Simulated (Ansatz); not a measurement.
## DyTi: relaxing a made-up structure

This structure for DyTi is made up. Its elements were placed in a known structure type with a cell scaled to their sizes. What cell does the guess relax to, and how far off was it?

Program: Ansatz 0.2.0. Level of theory: DFT, PBEsol, plane-wave PAW, default files, scalar-relativistic, ferromagnetic start, cell and ions relaxed at zero pressure, in the first sound run; inputs show where later runs differ. Results are calculated unless marked as measured.

In doubt: a part-filled 4f shell, where there is one, can sit in one of many states, so energies may not be the lowest and differences between runs may mislead; derivatives with an open 4f shell can jump between states, which bears on forces and vibrations.

**1. Set-up**

Symmetry: Pm-3m, No. 221, cubic system. The conventional cell has a = 3.587 Å, b = 3.587 Å, c = 3.587 Å, α = 90.00°, β = 90.00°, γ = 90.00°. Dy has 8 Ti at 3.11 Å nearest. Ti has 8 Dy at 3.11 Å nearest. Farther neighbours are not listed.

**2. Relaxation of the guess**

The guessed cell has no reason to be at equilibrium. It is relaxed with the atoms, within the space group of the guess.

Contents of input.yaml:

```yaml
crystal:
  lattice:
    - [3.587, 0.0, 0.0]
    - [0.0, 3.587, 0.0]
    - [0.0, 0.0, 3.587]
  atoms:
    - { symbol: Dy, position: [0.5, 0.5, 0.5], spin: 5.0 }
    - { symbol: Ti, position: [0.0, 0.0, 0.0], spin: 1.0 }
magnetization:
  spin_polarized: true
kpoints:
  mp_grid: { grid: [8, 8, 8] }
scf:
  occupations: { method: fermi_dirac, width: 0.05 }
hamiltonian:
  xc: pbesol
  pseudopotentials: { kind: paw }
relax:
  f_tol: 0.015
  max_steps: 70
  cell: {}
output:
  forces: true
  stress: true
```

Command:

```bash
> ansatz run input.yaml --threads 4 --pin off --max-ram 10240MiB --backend cpu --events-out ev --progress --plain --runs-dir out
```

Numbers of over 12 decimals in the logs are rounded to 6 here.

Log:

```text
Engine: ansatz 0.2.0, x86_64-unknown-linux-gnu
Pseudopotentials: kind: paw
Pseudopotential: Dy, paw, valence charge 20, recommended cutoff 420 eV (normal), Dy.paw.azcp
Pseudopotential: Ti, paw, valence charge 12, recommended cutoff 420 eV (normal), Ti.paw.azcp
Functional definition: PBEsol
  exchange = pbesol_x
  correlation = pbesol_c
Crystal: 2 atoms, lattice volume = 46.152 Å³
Basis set: ecut = 420 eV, 895 PW (Γ), exchange–correlation on 48×48×48 points (8 copies of the dense FFT grid, shifted against one another)
Bands: 23, of which v1, the nominal top of the filled ones, is band 16 counted from 1 (15 counted from 0)
Symmetry: 48 space group operations
Space group: Pm-3m (ITA 221), of the structure as read, at distance tolerance 3.6e-5 Å
Magnetic group: BNS 221.92 (UNI 1594), of the structure as read, at distance tolerance 3.6e-5 Å
k-points: 35 of 512
Non-local potential: Dy, projectors of the file, l = 0: 3, l = 1: 2, l = 2: 2, l = 3: 3
Non-local potential: Ti, projectors of the file, l = 0: 3, l = 1: 2, l = 2: 3, l = 3: 1
PAW form: soft (Blöchl's): semilocal exchange-correlation on the pseudo side does not see the compensation charge
PAW frozen core: Dy, regenerated for the run's functional, and the local potential with it (the file was generated under x = pbe(κ = 0.804, μ = 0.219515), c = pbe(β = 0.066725))
PAW frozen core: Ti, regenerated for the run's functional, and the local potential with it (the file was generated under x = pbe(κ = 0.804, μ = 0.219515), c = pbe(β = 0.066725))
PAW one-centre angular grid: Dy, 590 points (default); XC on 64 Gauss nodes
PAW one-centre angular grid: Ti, 590 points (default); XC on 64 Gauss nodes
Initial density: superposition of atomic densities (chi_scale 0.1, normalization cell)
Starting moments: Σ|m| = 6 μB on 2 of 2 sites
Initial wavefunctions: pseudopotential atomic-orbital guess
Functional: x = pbesol(κ = 0.804, μ = 0.123457), c = pbesol(β = 0.046)
SCF iter   1: F=—  HF=-12969.309324 eV  |F-HF|=—  |Δ(HF+E_count)|=         —  Δρ=3.44e-2 (↑2.99e-2 ↓3.44e-2)  dr2=1.31e0  dr2_m=1.10e-1  M=5.705 μB ∫|m|=5.705 μB  β_m=0.30  ethr=3.10e-3  ⟨swp⟩=5.5  Hψ=5901  notcnv=0
Mixer restart at iter 1: flushing history
preconditioner: auto → Kerker (q_TF=auto, 2.567 Å⁻¹)  [metal: Δε(μ)=0.001 eV  Ē_g=8.603 eV  σ=0.050 eV  W_gap=0.00  n_scr=18 (ndim 8)  ℏωp=25.6 eV  f_vac=0.000  D(μ)=19.66/eV (n_scr^D=514)]
spin=Collinear: Kerker preconditioning applied to the charge; magnetization (m = ρ↑ − ρ↓) channel mixes plain (no charge-response kernel on spin).
SCF iter   2: F=—  HF=-12969.161796 eV  |F-HF|=—  |Δ(HF+E_count)|=   1.48e-1  Δρ=2.40e-2 (↑1.62e-2 ↓2.40e-2)  dr2=4.24e-1  dr2_m=7.83e-2  M=5.690 μB ∫|m|=5.690 μB  β_m=0.52  ethr=3.10e-3  ⟨swp⟩=2.9  Hψ=3162  notcnv=0  defer=9
SCF iter   3: F=—  HF=-12969.179234 eV  |F-HF|=—  |Δ(HF+E_count)|=   1.74e-2  Δρ=2.09e-2 (↑5.04e-3 ↓2.09e-2)  dr2=3.20e-1  dr2_m=3.22e-2  M=5.643 μB ∫|m|=5.643 μB  β_m=0.59  ethr=1.32e-3  ⟨swp⟩=2.6  Hψ=2576  notcnv=0  defer=9
SCF iter   4: F=—  HF=-12969.322649 eV  |F-HF|=—  |Δ(HF+E_count)|=   1.43e-1  Δρ=1.02e-2 (↑3.71e-3 ↓1.02e-2)  dr2=5.95e-2  dr2_m=1.61e-2  M=5.621 μB ∫|m|=5.621 μB  β_m=0.79  ethr=1.00e-3  ⟨swp⟩=3.1  Hψ=3231  notcnv=0  defer=5
SCF iter   5: F=—  HF=-12969.392942 eV  |F-HF|=—  |Δ(HF+E_count)|=         —  Δρ=8.85e-3 (↑8.85e-3 ↓7.39e-3)  dr2=3.04e-3  dr2_m=2.71e-2  M=5.331 μB ∫|m|=5.333 μB  β_m=0.79  ethr=1.86e-4  ⟨swp⟩=3.0  Hψ=3615  notcnv=0  defer=5
Mixer restart at iter 5: flushing history
SCF iter   6: F=—  HF=-12970.582433 eV  |F-HF|=—  |Δ(HF+E_count)|=         —  Δρ=2.42e-2 (↑7.85e-3 ↓2.42e-2)  dr2=2.89e-2  dr2_m=8.12e-2  M=5.735 μB ∫|m|=5.735 μB  β_m=1.00  ethr=9.50e-6  ⟨swp⟩=2.0  Hψ=3264  notcnv=0  defer=4
Mixer restart at iter 6: flushing history
SCF iter   7: F=—  HF=-12969.465476 eV  |F-HF|=—  |Δ(HF+E_count)|=    1.12e0  Δρ=2.94e-3 (↑2.82e-3 ↓2.94e-3)  dr2=5.53e-4  dr2_m=2.90e-3  M=5.848 μB ∫|m|=5.848 μB  β_m=0.79  ethr=1.56e-4  ⟨swp⟩=3.1  Hψ=2991  notcnv=0  defer=2
SCF iter   8: F=—  HF=-12969.466536 eV  |F-HF|=—  |Δ(HF+E_count)|=   1.06e-3  Δρ=2.12e-3 (↑1.81e-3 ↓2.12e-3)  dr2=1.03e-3  dr2_m=1.31e-3  M=5.900 μB ∫|m|=5.900 μB  β_m=0.90  ethr=1.73e-6  ⟨swp⟩=2.1  Hψ=3415  notcnv=0  defer=1
SCF iter   9: F=—  HF=-12969.467597 eV  |F-HF|=—  |Δ(HF+E_count)|=   1.06e-3  Δρ=1.55e-3 (↑1.55e-3 ↓1.07e-3)  dr2=9.50e-4  dr2_m=4.65e-4  M=5.936 μB ∫|m|=5.936 μB  β_m=0.84  ethr=1.73e-6  ⟨swp⟩=2.8  Hψ=3358  notcnv=0  defer=1
SCF iter  10: F=—  HF=-12969.466905 eV  |F-HF|=—  |Δ(HF+E_count)|=   6.93e-4  Δρ=2.10e-4 (↑1.83e-4 ↓2.10e-4)  dr2=1.48e-5  dr2_m=8.12e-6  M=5.969 μB ∫|m|=5.969 μB  β_m=0.91  ethr=1.73e-6  ⟨swp⟩=2.4  Hψ=3061  notcnv=0  defer=1
SCF iter  11: F=—  HF=-12969.466901 eV  |F-HF|=—  |Δ(HF+E_count)|=   3.61e-6  Δρ=1.59e-4 (↑1.59e-4 ↓7.54e-5)  dr2=5.76e-6  dr2_m=5.22e-6  M=5.973 μB ∫|m|=5.973 μB  β_m=0.87  ethr=4.62e-8  ⟨swp⟩=2.0  Hψ=3069  notcnv=0  defer=1
SCF iter  12: F=—  HF=-12970.079328 eV  |F-HF|=—  |Δ(HF+E_count)|=         —  Δρ=5.22e-2 (↑5.22e-2 ↓5.18e-2)  dr2=6.75e-4  dr2_m=1.14e0  M=3.961 μB ∫|m|=5.550 μB  β_m=1.00  ethr=1.80e-8  ⟨swp⟩=2.0  Hψ=2826  notcnv=0  defer=1
Mixer restart at iter 12: flushing history
SCF iter  13: F=—  HF=-12969.453432 eV  |F-HF|=—  |Δ(HF+E_count)|=   6.26e-1  Δρ=5.51e-3 (↑5.51e-3 ↓5.05e-3)  dr2=6.47e-4  dr2_m=1.15e-2  M=4.085 μB ∫|m|=5.456 μB  β_m=0.87  ethr=1.56e-4  ⟨swp⟩=3.1  Hψ=3542  notcnv=0  defer=3
SCF iter  14: F=—  HF=-12969.450276 eV  |F-HF|=—  |Δ(HF+E_count)|=   3.16e-3  Δρ=2.18e-3 (↑1.44e-3 ↓2.18e-3)  dr2=2.81e-3  dr2_m=7.54e-4  M=4.006 μB ∫|m|=5.519 μB  β_m=0.78  ethr=2.02e-6  ⟨swp⟩=3.0  Hψ=4236  notcnv=0  defer=2
SCF iter  15: F=—  HF=-12969.450242 eV  |F-HF|=—  |Δ(HF+E_count)|=   3.36e-5  Δρ=1.54e-3 (↑1.54e-3 ↓1.44e-3)  dr2=8.27e-4  dr2_m=6.41e-4  M=3.969 μB ∫|m|=5.542 μB  β_m=0.62  ethr=2.02e-6  ⟨swp⟩=3.0  Hψ=3574  notcnv=0
SCF iter  16: F=—  HF=-12969.449844 eV  |F-HF|=—  |Δ(HF+E_count)|=   3.98e-4  Δρ=1.44e-3 (↑1.24e-3 ↓1.44e-3)  dr2=6.36e-5  dr2_m=7.39e-4  M=3.946 μB ∫|m|=5.563 μB  β_m=0.15  ethr=2.02e-6  ⟨swp⟩=2.0  Hψ=3119  notcnv=0
SCF iter  17: F=—  HF=-12969.719458 eV  |F-HF|=—  |Δ(HF+E_count)|=         —  Δρ=1.68e-2 (↑7.11e-3 ↓1.68e-2)  dr2=1.87e-2  dr2_m=4.75e-2  M=3.645 μB ∫|m|=5.843 μB  β_m=1.00  ethr=1.99e-7  ⟨swp⟩=2.1  Hψ=2296  notcnv=0
Mixer restart at iter 17: flushing history
SCF iter  18: F=—  HF=-12969.370775 eV  |F-HF|=—  |Δ(HF+E_count)|=         —  Δρ=4.12e-3 (↑3.90e-3 ↓4.12e-3)  dr2=6.71e-3  dr2_m=4.26e-3  M=3.469 μB ∫|m|=5.973 μB  β_m=1.00  ethr=1.56e-4  ⟨swp⟩=2.8  Hψ=3154  notcnv=0
Mixer restart at iter 18: flushing history
[...]
SCF iter   4: F=—  HF=-12969.477150 eV  |F-HF|=—  |Δ(HF+E_count)|=   4.53e-1  Δρ=7.52e-3 (↑7.49e-3 ↓7.52e-3)  dr2=4.96e-4  dr2_m=2.26e-2  M=4.373 μB ∫|m|=5.250 μB  β_m=0.62  ethr=1.56e-4  ⟨swp⟩=3.0  Hψ=3286  notcnv=0
SCF iter   5: F=—  HF=-12969.469218 eV  |F-HF|=—  |Δ(HF+E_count)|=   7.93e-3  Δρ=3.58e-3 (↑3.39e-3 ↓3.58e-3)  dr2=8.06e-4  dr2_m=4.73e-3  M=4.389 μB ∫|m|=5.237 μB  β_m=0.81  ethr=1.55e-6  ⟨swp⟩=2.8  Hψ=3666  notcnv=0
SCF iter   6: F=—  HF=-12969.470342 eV  |F-HF|=—  |Δ(HF+E_count)|=   1.12e-3  Δρ=2.09e-3 (↑1.89e-3 ↓2.09e-3)  dr2=3.83e-3  dr2_m=4.17e-4  M=4.415 μB ∫|m|=5.206 μB  β_m=0.61  ethr=1.55e-6  ⟨swp⟩=3.0  Hψ=3660  notcnv=0
SCF iter   7: F=—  HF=-12969.467357 eV  |F-HF|=—  |Δ(HF+E_count)|=   2.98e-3  Δρ=6.61e-4 (↑5.87e-4 ↓6.61e-4)  dr2=7.00e-6  dr2_m=1.56e-4  M=4.434 μB ∫|m|=5.196 μB  β_m=0.81  ethr=1.55e-6  ⟨swp⟩=2.9  Hψ=3869  notcnv=0
SCF iter   8: F=—  HF=-12969.751924 eV  |F-HF|=—  |Δ(HF+E_count)|=         —  Δρ=2.00e-2 (↑1.21e-2 ↓2.00e-2)  dr2=1.89e-2  dr2_m=8.77e-2  M=3.927 μB ∫|m|=5.614 μB  β_m=1.00  ethr=2.19e-8  ⟨swp⟩=2.0  Hψ=2800  notcnv=0
Mixer restart at iter 8: flushing history
SCF iter   9: F=—  HF=-12969.395419 eV  |F-HF|=—  |Δ(HF+E_count)|=         —  Δρ=5.71e-3 (↑5.40e-3 ↓5.71e-3)  dr2=7.62e-3  dr2_m=9.60e-3  M=3.698 μB ∫|m|=5.790 μB  β_m=1.00  ethr=1.56e-4  ⟨swp⟩=2.8  Hψ=3176  notcnv=0
Mixer restart at iter 9: flushing history
SCF iter  10: F=—  HF=-12969.641940 eV  |F-HF|=—  |Δ(HF+E_count)|=         —  Δρ=1.09e-2 (↑4.69e-3 ↓1.09e-2)  dr2=3.01e-2  dr2_m=1.09e-2  M=3.671 μB ∫|m|=5.831 μB  β_m=1.00  ethr=1.56e-4  ⟨swp⟩=2.7  Hψ=3728  notcnv=1  defer=4
Mixer restart at iter 10: flushing history
SCF iter  11: F=—  HF=-12969.553545 eV  |F-HF|=—  |Δ(HF+E_count)|=   8.84e-2  Δρ=1.14e-2 (↑8.26e-3 ↓1.14e-2)  dr2=1.27e-1  dr2_m=1.36e-3  M=3.621 μB ∫|m|=5.807 μB  β_m=0.81  ethr=1.56e-4  ⟨swp⟩=3.6  Hψ=4382  notcnv=0  defer=4
SCF iter  12: F=—  HF=-12969.643718 eV  |F-HF|=—  |Δ(HF+E_count)|=   9.02e-2  Δρ=1.34e-2 (↑1.29e-2 ↓1.34e-2)  dr2=2.27e-1  dr2_m=3.73e-4  M=3.651 μB ∫|m|=5.854 μB  β_m=0.40  ethr=1.56e-4  ⟨swp⟩=4.5  Hψ=5294  notcnv=0  defer=4
SCF iter  13: F=—  HF=-12969.488532 eV  |F-HF|=—  |Δ(HF+E_count)|=   1.55e-1  Δρ=3.46e-3 (↑3.44e-3 ↓3.46e-3)  dr2=1.52e-2  dr2_m=4.72e-5  M=3.637 μB ∫|m|=5.839 μB  β_m=0.79  ethr=1.56e-4  ⟨swp⟩=3.2  Hψ=4117  notcnv=0  defer=4
SCF iter  14: F=—  HF=-12969.475770 eV  |F-HF|=—  |Δ(HF+E_count)|=   1.28e-2  Δρ=5.13e-4 (↑5.13e-4 ↓3.17e-4)  dr2=2.53e-5  dr2_m=6.20e-5  M=3.628 μB ∫|m|=5.831 μB  β_m=0.76  ethr=4.76e-5  ⟨swp⟩=2.5  Hψ=3496  notcnv=0  defer=4
SCF iter  15: F=—  HF=-12969.475767 eV  |F-HF|=—  |Δ(HF+E_count)|=         —  Δρ=3.68e-4 (↑3.68e-4 ↓1.83e-4)  dr2=1.59e-5  dr2_m=2.75e-5  M=3.627 μB ∫|m|=5.829 μB  ethr=7.89e-8  ⟨swp⟩=2.2  Hψ=2995  notcnv=0  defer=4
Mixer restart at iter 15: flushing history
SCF iter  16: F=—  HF=-12969.479832 eV  |F-HF|=—  |Δ(HF+E_count)|=         —  Δρ=3.16e-6 (↑3.16e-6 ↓2.53e-6)  dr2=2.03e-9  dr2_m=1.38e-9  M=5.818 μB ∫|m|=5.818 μB  β_m=0.76  ethr=6.42e-10  ⟨swp⟩=7.0  Hψ=6807  notcnv=0
SCF iter  17: F=—  HF=-12969.479832 eV  |F-HF|=—  |Δ(HF+E_count)|=   3.56e-9  Δρ=7.08e-6 (↑5.93e-6 ↓7.08e-6)  dr2=6.13e-8  dr2_m=3.85e-10  M=5.818 μB ∫|m|=5.818 μB  β_m=0.76  ethr=6.36e-12  ⟨swp⟩=3.0  Hψ=3878  notcnv=0
SCF iter  18: F=—  HF=-12969.479832 eV  |F-HF|=—  |Δ(HF+E_count)|=   3.08e-8  Δρ=8.06e-7 (↑8.06e-7 ↓7.62e-7)  dr2=3.74e-10  dr2_m=1.16e-10  M=5.818 μB ∫|m|=5.818 μB  β_m=0.81  ethr=6.36e-12  ⟨swp⟩=3.0  Hψ=3325  notcnv=0
SCF iter  19: F=—  HF=-12969.479832 eV  |F-HF|=—  |Δ(HF+E_count)|=  7.35e-10  Δρ=1.27e-6 (↑3.48e-7 ↓1.27e-6)  dr2=3.55e-10  dr2_m=2.00e-10  M=5.818 μB ∫|m|=5.818 μB  β_m=0.91  ethr=1.17e-12  ⟨swp⟩=2.4  Hψ=2871  notcnv=0
SCF iter  20: F=—  HF=-12969.479832 eV  |F-HF|=—  |Δ(HF+E_count)|=   1.78e-9  Δρ=1.26e-6 (↑1.64e-7 ↓1.26e-6)  dr2=5.19e-10  dr2_m=1.62e-10  M=5.818 μB ∫|m|=5.818 μB  β_m=0.95  ethr=1.11e-12  ⟨swp⟩=2.0  Hψ=2627  notcnv=0
SCF iter  21: F=—  HF=-12969.479832 eV  |F-HF|=—  |Δ(HF+E_count)|=   1.20e-9  Δρ=2.52e-7 (↑1.70e-7 ↓2.52e-7)  dr2=3.58e-11  dr2_m=6.09e-12  M=5.818 μB ∫|m|=5.818 μB  β_m=0.87  ethr=1.11e-12  ⟨swp⟩=2.2  Hψ=2927  notcnv=0
SCF iter  22: F=—  HF=-12969.479832 eV  |F-HF|=—  |Δ(HF+E_count)|=  1.27e-11  Δρ=9.88e-8 (↑9.88e-8 ↓4.32e-8)  dr2=1.04e-11  dr2_m=3.97e-13  M=5.818 μB ∫|m|=5.818 μB  β_m=0.92  ethr=1.00e-12  ⟨swp⟩=2.5  Hψ=2641  notcnv=0
SCF iter  23: F=—  HF=-12969.479832 eV  |F-HF|=—  |Δ(HF+E_count)|=  2.91e-11  Δρ=7.79e-8 (↑7.79e-8 ↓3.77e-8)  dr2=8.77e-12  dr2_m=3.18e-13  M=5.818 μB ∫|m|=5.818 μB  β_m=0.96  ethr=1.00e-12  ⟨swp⟩=1.0  Hψ=1610  notcnv=0
SCF iter  24: F=—  HF=-12969.479832 eV  |F-HF|=—  |Δ(HF+E_count)|=  1.27e-11  Δρ=1.30e-8 (↑1.15e-8 ↓1.30e-8)  dr2=2.32e-13  dr2_m=2.75e-14  M=5.818 μB ∫|m|=5.818 μB  β_m=0.98  ethr=1.00e-12  ⟨swp⟩=1.6  Hψ=1693  notcnv=0
SCF iter  25: F=-12969.479832 eV  HF=-12969.479832 eV  |F-HF|=1.82e-12  |Δ(HF+E_count)|=  1.82e-12  Δρ=5.66e-8 (↑7.99e-9 ↓5.66e-8)  dr2=1.23e-12  dr2_m=3.26e-13  M=5.818 μB ∫|m|=5.818 μB  ethr=1.00e-12  ⟨swp⟩=3.9  Hψ=6037  notcnv=0
SCF 4 converged in 25 iterations: F = -12969.479832 eV  dr2 = 1.23e-12
relax step   4: F+E_penalty+E_count = -12969.47983194 eV  Δ(F+E_penalty+E_count) = +1.758e-4 eV  max|allowed force component| = 1.019e-29 eV/Å  Δτ_max = 0.0000 Å  P = -0.001 GPa  Ω = 44.187 Å³  stress off target by 9.02e-4 GPa  SCF on the basis re-selected at this cell (its energy is not comparable with the rows above)  (25 SCF iters)
basis re-selected at this cell: Δ(F+E_penalty+E_count) = +1.758e-4 eV, ΔP = +0.001 GPa vs the last step (what re-selecting the basis moved, of the pressure what is left beyond the Pulay correction that the steps carried, after the strain that the cell walked since its last selection, with what the two solves' SCF thresholds leave and, on support functions, any second-order correction that the steps lacked; it is no m [...]
SCF converged after 25 iterations
Magnetization: 5.8178 μB (18.9089 up, 13.0911 down)
Absolute magnetization: 5.8178 μB (∫|ρ↑−ρ↓|, with the PAW one-centre terms)
Spin contamination: 0.0754 ħ² per cell (⟨S²⟩ above its minimum at these occupations)
Per-site moments (μB) at R_I (Å): [(4.931486, 1.262948), (0.622836, 1.262948)]
Free energy (F): -12969.479832 eV
Harris-Foulkes:  -12969.479832 eV  (|F-HF|=1.82e-12)
Internal energy: -12969.427060 eV  (E = F + TS)
E sigma→0 (E₀):  -12969.453446 eV
Entropy (-TS):   -0.052772 eV (-26.386 meV/atom)
Fermi energy:    14.043756 eV
--- Per-component energies (eV) ---
  E_band       = -117.842966
  E_kinetic    = 647.540849
  E_local      = -4024.876170  (includes V_loc(G=0)·N_el)
  E_nonlocal   = 775.955417
  E_hartree    = 1657.238119
  E_xc         = -281.242769
  E_vxc        = -334.982353  (∫ρ·V_xc dr)
  E_paw        = -7817.712469  (= ΣΔE_a)
  E_vpaw       = -495.957123  (= ΣTr[D̂ρ^β])
  E_aug_tail   = 0.000106  (compensation charges beyond the density's cutoff)
  E_ewald      = -3927.283436
  E_core_change = 0.953294  (= ΣΔE_core)
  E_smearing   = -0.052772  (= −TS)
  E_closure    = -0.000000  (closes the sum)
  Σ components = -12969.479832   (vs F -12969.479832, Δ=0.00e0)
--- Forces (eV/Å), atoms counted from 1 ---
  atom   1  Dy    -0.00000000     0.00000000     0.00000000
  atom   2  Ti    -0.00000000    -0.00000000     0.00000000
  max |Σ_I F_I| component: 2.17e-29 eV/Å
--- Stress (GPa, compression-positive) ---
       -0.000902      -0.000000       0.000000
       -0.000000      -0.000902      -0.000000
        0.000000      -0.000000      -0.000902
  P = ⅓ Tr σ = -0.0009 GPa (-0.009 kbar)
--- Relaxed structure (3 steps of the walk, 3 accepted, 1 SCFs on fresh bases) ---
  F+E_penalty+E_count = -12969.47983194 eV   max|allowed force component| = 1.019e-29 eV/Å   (the final SCF, on the basis selected at the relaxed cell)
  cell:  # Å, volume = 44.1868 Å³
    - [3.535338, 0, 0]
    - [0, 3.535338, 0]
    - [0, 0, 3.535338]
  atoms:
    - { symbol: Dy, position: [0.5, 0.500000, 0.500000] }
    - { symbol: Ti, position: [0, 0, 0] }
```

The job ended after 7.5 s (4 threads of Intel Xeon 6975P-C (Granite Rapids), shared host; peak memory 0.48 GiB; 25 s of CPU time).

The steps of the relaxation:

```
step  energy less that of the first step (eV)  largest force component (eV/Å)  pressure (GPa)  volume (Å³)
   1                                   0.0000                          0.0000           -2.05        46.15
   2                                  -0.0131                          0.0000            0.14        44.06
   3                                  -0.0131                          0.0000            0.00        44.19
  4*                                  -0.0129                          0.0000            0.00        44.19
```

Relaxation steps marked * repeat the geometry before them on a plane-wave basis chosen anew for their cell, so energy and pressure can jump there.

Forces are held to the 48 operations that the run works with; a distortion that breaks them can't arise in this run.

```
conventional cell, symmetrised  before  after  change
                         a (Å)   3.587  3.535  -1.4 %
                         b (Å)   3.587  3.535  -1.4 %
                         c (Å)   3.587  3.535  -1.4 %
              volume (Å³/atom)   23.08  22.09  -4.3 %
```

The relaxed structure:

```
Dy Ti
1.0
     3.53534    0.00000    0.00000
     0.00000    3.53534    0.00000
     0.00000    0.00000    3.53534
Dy Ti
1 1
Direct
  0.50000 0.50000 0.50000
  0.00000 0.00000 0.00000
```

Numbers from this step:

```yaml
free_energy: -12969.4798 eV
energy_at_zero_smearing: -12969.4534 eV
smearing_term_ts: 0.05277 eV
fermi_energy: 14.04 eV
magnetization: 5.818 μB
absolute_magnetization: 5.818 μB
site_moments: 4.931, 0.6228 μB
electrons: 32
symmetry_operations: 48
pressure: -9.02e-4 GPa
```

Site moment by atom:

```
atom  site moment (μB)
 Dy1              4.93
 Ti2              0.62
```

The shortest distance of each pair, which need not be the same contact before and after:

```
 pair  guess (Å)  relaxed (Å)
Dy–Ti      3.106        3.062
Dy–Dy      3.587        3.535
Ti–Ti      3.587        3.535
```

The relaxation ends with a pressure of 0.00 GPa.

(Part 1 of 2 ends here.)

[Logs are printed without paths, hosts, clocks, repeated set-up lines and the standing remarks that a program may print on its own settings, such as how far it seeks lower states.]

[Hosts, paths, dates, database ids (printed as entryN), source tags and the programs' standing remarks are cut or masked in the printed files.]
